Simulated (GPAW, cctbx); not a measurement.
## Bonding in (SnTe)1(SnSe)1 as X-rays see it

Aim: compute the bonding part of the density of (SnTe)1(SnSe)1, find which reflections carry it, and see how it biases an ordinary refinement.

The cell is a (SnTe)1(SnSe)1 superlattice along [001] of the rock-salt type, started at the mean lattice constant and relaxed freely, with no substrate. All numbers below are calculated.

## Step 1: Relax the structure

The density hangs on the geometry, so cell and atoms are relaxed first, with the symmetry held. The cutoff is set higher than for the density because stress converges slowly with plane waves.

Settings: GPAW 26.7.0, PBE, 570 eV, 5×5×4 k-points (along the axes of the calculation cell), Fermi–Dirac width 0.1 eV, BFGS to 0.03 eV/Å.

```text
cell
1.0
     4.412346315    0.000000000    0.000000000
     0.000000000    4.412346315    0.000000000
     0.000000000    0.000000000    6.240000000
Sn Te Se
2 1 1
Direct
0.000000000 0.000000000 0.000000000
0.500000000 0.500000000 0.500000000
0.500000000 0.500000000 0.000000000
0.000000000 0.000000000 0.500000000
```

```console
$ OMP_NUM_THREADS=1 mpirun -n 4 gpaw python run.py > gpaw.log
```

```text
BFGS:    0      -16.100556        0.061656
BFGS:    1      -16.100674        0.057638
BFGS:    2      -16.101312        0.002281
cell  4.4022 4.4022 6.2586  90.00 90.00 90.00
volume 121.288 A^3, largest force 0.000 eV/A, largest stress 0.01 GPa
```

After 2 steps the volume has changed by -0.2 % and the energy by -0.001 eV; the largest stress left is 0.01 GPa. It took 23 s on 4 cores of Arm Neoverse V1 (shared host), peak memory 0.87 GiB.

Relaxed structure: P4/mmm (no. 123), a = 4.4022 Å, b = 4.4022 Å, c = 6.2586 Å, α = 90.00°, β = 90.00°, γ = 90.00°.

```csv
atom,mult.,x,y,z
Te1,1,1/2,1/2,0
Sn1,1,0,0,0
Sn2,1,1/2,1/2,1/2
Se1,1,0,0,1/2
```

## Step 2: The all-electron density

X-rays see the whole electron density, so the PAW density is rebuilt with its core regions. Subtracting spherical free atoms from the same code cancels the cores and leaves the deformation density Δρ, the part due to bonding.

Settings: PBE, 450 eV, 6×6×4 k-points (along the axes of the calculation cell), Fermi–Dirac width 0.1 eV; primitive cell of 4 atoms.

```console
$ OMP_NUM_THREADS=1 mpirun -n 4 gpaw python run.py > gpaw.log
```

```text
|iter:   1|       0s |  -16.259376 | -0.13 |       |
|iter:   2|       1s |  -16.203619 | -2.13 | -1.36 |
|iter:   3|       2s |  -16.023566 | -2.18 | -1.41 |
...
|iter:   6|       5s |  -16.028214c| -5.35 | -3.12 |
|iter:   7|       6s |  -16.028219c| -6.45 | -3.44 |
|iter:   8|       7s |  -16.028220c| -7.41c| -4.15c|
```

```text
grid (48, 48, 64)  electrons 186.000  moved by bonding 0.615 e
deformation density beyond 0.5 A of the nuclei: max 0.041, min -0.029 e/A^3
atom        x       y       z   Voronoi charge  moment
Te1    0.5000  0.5000  0.0000     -0.147       0.00
Sn2    0.0000  0.0000  0.0000      0.182       0.00
Sn3    0.5000  0.5000  0.5000      0.234       0.00
Se4    0.0000  0.0000  0.5000     -0.269       0.00
mean inner potential of superposed free atoms 15.765 V
total magnetic moment 0.000 muB
```

Deformation density in a plane through the shortest contact of the Te atom at the origin, in 0.01 e/Å³ (clipped at ±99); x from -1.6 to 4.7 Å, y from 2.4 down to -2.4 Å:

```text
  1   0  -2   0   1  -1  -1   0   1   1   0  -1  -1   0   1   1
  0  -1  -1   1   1   0  -1   0   0   1   2   3   2   1   0   0
  0   0   1   3   4   2   0   0   0   0   2   4   3   1   0   0
  0   0   1   3   4   2   1   0   0  -1   1   2   1   0  -1   0
  1   1   0   0   0   0   1   1   0  -1  -2   0  -1  -2   0   1
  3   3   0  -2   .  -2   1   3   2  -1   0   .   0  -1   1   3
  4   4   0   .   .  -1   2   4   3   0   1   .   .   0   2   4
  3   3   0  -2   .  -2   1   3   2  -1   0   .   0  -1   1   3
  1   1   0   0   0   0   1   1   0  -1  -2   0  -1  -2   0   1
  0   0   1   3   4   2   1   0   0  -1   1   2   1   0  -1   0
  0   0   1   3   4   2   0   0   0   0   2   4   3   1   0   0
  0  -1  -1   1   1   0  -1   0   0   1   2   3   2   1   0   0
  1   0  -2   0   1  -1  -1   0   1   1   0  -1  -1   0   1   1
```

Atoms in or within 0.15 Å of the plane: Te (0.0, 0.0), Sn (3.1, 0.0) Å. Dots mark points within about 0.45 Å of a nucleus; large values next to them are atomic features.

Se gains most (-0.27 e) and Sn loses most (+0.21 e), in averages over each element's sites, as electronegativity suggests. Such charges fall far short of formal ones, since overlapping free atoms already put density on their neighbours. Along the shortest contact from the Te atom at the map's origin, Te–Sn at 3.11 Å, Δρ is +0.04 e/Å³ at the midpoint and highest, +0.04, 1.38 Å from Te (points within 0.5 Å of a nucleus left out): little piles up between the atoms. At the midpoints of other shortest contacts it is +0.03 (Sn–Se, 3.11 Å) e/Å³. Point values carry grid noise of about 0.01 e/Å³. The run needed 8 iterations, 13 s.

## Step 3: From the density to structure factors

The Fourier components of Δρ, added to those of the free atoms, give the static X-ray structure factors; the Mott–Bethe relation turns them into the Fourier components V of the potential that fast electrons feel.

```text
static structure factors of the conventional cell: F in electrons, V (Mott-Bethe) in volts
   h  k  l      d  |F| table  |F| free   |F| DFT   change   |V| free  |V| DFT  change %
   0  0  1  6.2586    17.114    17.137    17.104   -0.034     1.277    1.326      3.9
   1  0  0  4.4022    16.435    16.461    16.387   -0.073     1.127    1.181      4.8
   1  0  1  3.6007    12.702    12.699    12.429   -0.270     0.637    0.770     20.8
   0  0  2  3.1293   158.341   158.413   158.557    0.144    10.209   10.156     -0.5
   1  1  0  3.1128   158.144   158.215   158.345    0.130    10.174   10.127     -0.5
   1  1  1  2.7871    15.080    15.089    15.051   -0.038     0.855    0.866      1.3
   1  0  2  2.5506    14.748    14.757    14.704   -0.053     0.797    0.810      1.6
   1  1  2  2.2069   143.459   143.472   143.339   -0.133     7.828    7.852      0.3
   2  0  0  2.2011   143.333   143.345   143.206   -0.139     7.810    7.835      0.3
   0  0  3  2.0862    13.898    13.918    13.985    0.067     0.671    0.660     -1.6
   2  0  1  2.0764    13.876    13.897    13.859   -0.037     0.669    0.675      0.9
   2  1  0  1.9687    13.626    13.651    13.712    0.061     0.637    0.628     -1.4
   1  0  3  1.8852    10.915    10.881    11.034    0.153     0.419    0.398     -4.9
   2  1  1  1.8780    10.895    10.861    11.008    0.147     0.418    0.399     -4.7
```

The largest X-ray change is -0.27 e on 101, 2.1 % of |F|. For electrons V goes as (Z − F)/g², so a change of F counts against Z − F, which is small at low angle and wherever the atoms' terms cancel: |V| of 101 moves by +20.8 % (0.64 to 0.77 V) against -2.1 % in |F|. The last three rows still change by up to 0.15 e; the table stops while the angles are still low. The tabulated Hartree–Fock atoms differ from the free DFT atoms by up to 0.07 e, so the choice of reference atom matters too.

## Step 4: Which functional?

The same geometry is run with other functionals, to see whether the bonding signal is larger than the spread between approximations. Free atoms are LDA for LDA and PBE otherwise; meta-GGAs and hybrids keep PBE cores. Any other changed setting is in the row's label.

```
   run  ΔF 101 (e)  ΔF 002 (e)  ΔF 200 (e)  q(Se) (e)  moved (e)  time
   PBE      -0.270      +0.144      -0.139     -0.269      0.615  13 s
   LDA      -0.255      +0.115      -0.140     -0.254      0.576  12 s
r2SCAN      -0.309      +0.171      -0.149     -0.308      0.721  38 s
```

At the base's settings ΔF(101) spans -0.309 to -0.255 e, a spread of 20 % of the PBE value; over the three listed reflections the spread is at most 39 %, so the sign holds and the size hangs on the functional. Times are from shared hosts.

## Step 5: What a spherical-atom refinement makes of it

Routine crystallography fits spherical atoms. To see the bias, intensities are simulated from tabulated atoms plus the DFT change ΔF, so that bonding alone can misfit (5518 reflections of the full sphere, merged to the counts below, to 0.45 Å, 0.5 % proportional noise plus counting noise, assumed isotropic U as listed, Δρ smeared by the mean U) and refined with cctbx over different ranges.

```csv
range,data,R1,GooF,U Te1 (true 0.0083),U Sn1 (true 0.0085),U Sn2 (true 0.0085),U Se1 (true 0.0098),largest shift (Å),"Δρ max, min (e/Å³)"
all data,461,0.0045,0.95,0.0083,0.0085,0.0085,0.0098,0.0000,"0.34, -0.32"
"low resolution, d > 0.84",90,0.0033,1.08,0.0083,0.0085,0.0085,0.0098,0.0000,"0.20, -0.11"
"high order, d < 0.75",340,0.0055,0.93,0.0083,0.0085,0.0085,0.0098,0.0000,"0.19, -0.28"
"occupancies free, d > 0.7",141,0.0034,1.01,0.0083,0.0085,0.0085,0.0098,0.0000,"0.23, -0.14"
```

With all data GooF is 0.95, so at this noise the bonding hardly shows; the top residual peak lies 0.76 Å from Se and 2.37 Å from Sn. No U is off by more than 3 s.u. at low resolution. Symmetry fixes every coordinate, so the shifts are zero by construction. With Te1 held at 1 and the scale free, the other occupancies refine to Sn1 1.000(0.001), Sn2 1.000(0.001) and Se1 1.001(0.001), within three s.u. of full.

## Step 6: Answer

Bonding moves 0.61 e in the primitive cell of (SnTe)1(SnSe)1 and changes the structure factors of the conventional cell in the table above by at most 0.27 e (101, 2.1 %). The shortest bond, Te–Sn, has Δρ = +0.04 e/Å³ at its midpoint. At the base's settings ΔF(101) spans -0.309 to -0.255 e, a spread of 20 % of the PBE value; over the three listed reflections the spread is at most 39 %, so the sign holds and the size hangs on the functional. With all data GooF is 0.95, so at this noise the bonding hardly shows. Limits: static density, frozen cores, no spin–orbit coupling.

[Outputs are excerpts: Python notices, other lines and further rows are left out; steps that failed or that the build refused (PBEsol, TPSS) are not shown.]

[Logs are printed without paths, hosts, clocks, repeated set-up lines and the standing remarks that a program may print on its own settings, such as how far it seeks lower states.]
